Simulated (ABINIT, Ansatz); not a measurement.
# A GW chain in ABINIT: LiCl (Fm-3m), part 3 of 3

Aim: the G0W0 gap of LiCl (Fm-3m) on PBE, step by step.

ABINIT 10.8.3; PBE and many-body steps on it, plane waves. Known limits of the many-body steps: not at the basis limit.

So far. Step 4 (Empty states on the mesh, 6×6×6 mesh, 630 bands): On this mesh the gap is 6.285 eV. Step 5 (Screening, 6×6×6 mesh, 622 bands, screening to 435.4 eV): Local fields lower ε∞ by 15 %.

## Step 6: Self-energy, 6×6×6 mesh, 622 bands, screening to 435.4 eV

The self-energy is evaluated for the states that the input lists, and the levels follow from it, in one-shot runs by the linearised quasiparticle equation.

This step: G0W0 on PBE, plane waves, norm-conserving pseudopotentials.

run.abi

```
acell 3*1.0 Angstrom
rprim 
  0.000000000000 2.571500000000 2.571500000000
  2.571500000000 0.000000000000 2.571500000000
  2.571500000000 2.571500000000 -0.000000000000
ntypat 2
znucl 3 17
natom 2
typat 1 2
xred 
  0.000000000000 0.000000000000 0.000000000000
  0.500000000000 0.500000000000 0.500000000000
pp_dirpath "pseudos"
pseudos "Li.upf, Cl.upf"
ecut 33
ngkpt 6 6 6
nshiftk 1
shiftk 0 0 0
kptopt 1
chksymbreak 0
istwfk *1
occopt 1
irdwfk 1
optdriver 4
nband 622
gwcalctyp 0
ecutsigx 33
symsigma 1
nkptgw 1
kptgw 
  0.0000000000 0.0000000000 0.0000000000
bdgw 
  3 9
ecuteps 16
irdscr 1
ppmodel 1
indata_prefix "in"
outdata_prefix "out"
tmpdata_prefix "tmp"
```

Started as:

```sh
$ OMP_NUM_THREADS=1 mpirun -n 4 abinit run.abi > log
```

Numbers of over 12 decimals in the logs are rounded to 6 here.

The log of the run:

```text
.Version 10.8.3 of ABINIT. v10.8.2 released Aug 2026.

 Symmetries : space group Fm -3 m (#225); Bravais cF (face-center cubic)
[... echo of the input left out ...]
== DATASET  1 ==================================================================
-   mpi_nproc: 4, omp_nthreads: 1 (-1 if OMP is not activated)

--- !DatasetInfo
iteration_state: {dtset: 1, }
dimensions: {natom: 2, nkpt: 16, mband: 622, nsppol: 1, nspinor: 1, nspden: 1, mpw: 2092, }
cutoff_energies: {ecut:  33.0, pawecutdg:  -1.0, }
electrons: {nelect:   1.00000000E+01, charge:   0.00000000E+00, occopt:   1.00000000E+00, tsmear:   1.00000000E-02, }

 SIGMA: Calculation of the GW corrections

 Based on a program developped by R.W. Godby, V. Olevano, G. Onida, and L. Reining.
 Incorporated in ABINIT by V. Olevano, G.-M. Rignanese, and M. Torrent.
.Using double precision arithmetic ; gwpc =  8

[... cell and pseudopotentials left out ...]
--------------------------------------------------------------------------------

 ==== K-mesh for the wavefunctions ====
 Number of points in the irreducible wedge :    16
[... list of points left out ...]
 Together with 48 symmetry operations and time-reversal symmetry
 yields   216 points in the full Brillouin Zone.

 ==== Q-mesh for screening function ====
 Number of points in the irreducible wedge :    16
[... list of points left out ...]
 Together with 48 symmetry operations and time-reversal symmetry
 yields   216 points in the full Brillouin Zone.

 vcoul_init : cutoff-mode = AUXILIARY_FUNCTION
 q-points for optical limit:   1
     1)      0.000010    0.000020    0.000030
 setmesh: FFT mesh size selected  =    36x   36x   36
          total number of points  =        46656

 Number of electrons calculated from density =   10.0000; Expected =   10.0000
 average of density, n =  0.043573
 r_s =    1.7629
 omega_plasma =   20.1355 [eV]

 === KS Band Gaps ===
  >>>> For spin  1
   Minimum direct gap =   6.2845 [eV], located at k-point      :   0.0000  0.0000  0.0000
   Fundamental gap    =   6.2845 [eV], Top of valence bands at :   0.0000  0.0000  0.0000
                                       Bottom of conduction at :   0.0000  0.0000  0.0000
 SIGMA fundamental parameters:
 PLASMON POLE MODEL  1
 number of plane-waves for SigmaX                 2085
 number of plane-waves for SigmaC and W            725
 number of plane-waves for wavefunctions          2085
 number of bands                                   622
 number of independent spin polarizations            1
 number of spinorial components                      1
 number of k-points in IBZ                          16
 number of q-points in IBZ                          16
 number of symmetry operations                      48
 number of k-points in BZ                          216
 number of q-points in BZ                          216
 number of frequencies for dSigma/dE                 9
 frequency step for dSigma/dE [eV]                0.25
 number of omega for Sigma on real axis              0
 max omega for Sigma on real axis  [eV]           0.00
 zcut for avoiding poles [eV]                     0.10

 EPSILON^-1 parameters (SCR file):
 dimension of the eps^-1 matrix on file            725
 dimension of the eps^-1 matrix used               725
 number of plane-waves for wavefunctions          2085
 number of bands                                   622
 number of q-points in IBZ                          16
 number of frequencies                               2
 number of real frequencies                          1
 number of imag frequencies                          1

 matrix elements of self-energy operator (all in [eV])

 Perturbative Calculation

--- !SelfEnergy_ee
iteration_state: {dtset: 1, }
kpoint     : [   0.000,    0.000,    0.000, ]
spin       : 1
KS_gap     :    6.285
QP_gap     :    9.067
Delta_QP_KS:    2.782
data: !SigmaeeData |
     Band     E0 <VxcDFT>   SigX SigC(E0)      Z dSigC/dE  Sig(E)    E-E0       E
        3   0.193 -14.693 -19.029   1.656   0.802  -0.247 -16.841  -2.147  -1.955
        4   0.193 -14.693 -19.029   1.656   0.802  -0.247 -16.841  -2.147  -1.955
        5   0.193 -14.693 -19.029   1.656   0.802  -0.247 -16.841  -2.147  -1.955
        6   6.477  -9.170  -4.732  -3.688   0.846  -0.182  -8.535   0.635   7.112
        7  11.985  -9.607  -4.365  -3.891   0.840  -0.191  -8.472   1.134  13.119
        8  11.985  -9.607  -4.365  -3.891   0.840  -0.191  -8.472   1.134  13.119
        9  11.985  -9.607  -4.365  -3.891   0.840  -0.191  -8.472   1.134  13.119

== END DATASET(S) ==============================================================
================================================================================

 -outvars: echo values of variables after computation  --------
           etotal      0.0000000000E+00
            nband         622
             nkpt          16
          spgroup         225
 [... the other variables as echoed above ...]

 Calculation completed.
```

It took 5.7 min on 4 MPI ranks of Intel Xeon Platinum 8375C at 2.90GHz (Ice Lake), shared host; peak memory 6.8 GiB; 23 min of CPU time.

This step gave:

```yaml
g0w0_gap_on_the_points_computed: 9.067 eV
starting_gap_on_the_mesh: 6.285 eV
k_of_the_valence_top: 0, 0, 0
k_of_the_conduction_bottom: 0, 0, 0
z_at_the_valence_top: 0.802
z_at_the_conduction_bottom: 0.846
least_direct_g0w0_gap_on_the_computed_points: 9.067 eV
```

The gap on the mesh goes from 6.28 eV to 9.07 eV, a correction of +2.78 eV.

Limits: finite bands, cutoff and mesh. v1 is the top filled band, c1 the lowest empty one. Levels before and after the correction, in eV, zero at the valence-band top of each column:

|  | conduction bottom | valence top |
| --- | --- | --- |
| Kohn-Sham | 6.28 | 0.00 |
| G0W0 | 9.07 | 0.00 |

|  | level | energy (eV) |
| --- | --- | --- |
| Kohn-Sham | Γ v3-v1 | 0.000 |
| Kohn-Sham | Γ c1 | 6.285 |
| Kohn-Sham | Γ c2-c4 | 11.792 |
| G0W0 | Γ v3-v1 | 0.000 |
| G0W0 | Γ c1 | 9.067 |
| G0W0 | Γ c2-c4 | 15.074 |

## Step 7: Where the time went

Times are wall times on 4 MPI ranks of Intel Xeon Platinum 8375C at 2.90GHz (Ice Lake), shared host, good to a factor of about two.

| step | time | share | memory (GiB) |
| --- | --- | --- | --- |
| ground state | 6.2 s | 0 % | 0.32 |
| bands along the symmetry lines | 5.6 s | 0 % | 0.29 |
| empty states on the mesh | 26 s | 2 % | 1.3 |
| screening | 20 min | 76 % | 6.2 |
| self-energy | 5.7 min | 22 % | 6.8 |

## Step 8: Outcome

```
PBE gap              : 6.28 eV, indirect (only 2 meV under the direct gap)
G0W0 gap on the mesh : 9.07 eV
GW settings          : 6×6×6 mesh, 622 bands, screening to 435.4 eV, Godby-Needs plasmon pole
known limits         : not at the basis limit
```

**Reading.** G0W0 moves the gap on the mesh from 6.28 eV to 9.07 eV (+2.78 eV), with Z of 0.80 and 0.85 at the edges. Local fields lower the RPA ε∞ on this mesh from 3.25 to 2.75. Only 1 of the mesh's irreducible points was corrected, so a valley elsewhere could overtake. The dearest step here is «screening». Bands and cutoff are finite, so the gap is not at the basis limit. The miss can reach some tenths of an eV and take either sign; the mesh is an error of its own. In the G0W0 run levels were corrected at 1 k point alone, so a gap called «on the mesh» is the least over those, and an edge elsewhere would be missed.

[Paths, hosts, dates, memory and timing lines, banners, echoed tables and standing remarks are left out of the program output.]

[Logs are printed without paths, hosts, clocks, repeated set-up lines and the standing remarks that a program may print on its own settings, such as how far it seeks lower states.]

[Runs of the session that timed out or met a known fault of the program may be left out.]

[Hosts, paths, dates, database ids (printed as entryN), source tags and the programs' standing remarks are cut or masked in the printed files.]

[G0W0 gaps are taken among the corrected bands and points alone; a level outside them can change the order at an edge.]

[Where Ansatz stands beside ABINIT at settings called matched, ABINIT's density can come from a denser mesh and the files from another edition; pairs whose starting gaps differed by over 0.03 eV were left out, so agreement reads better than it is.]
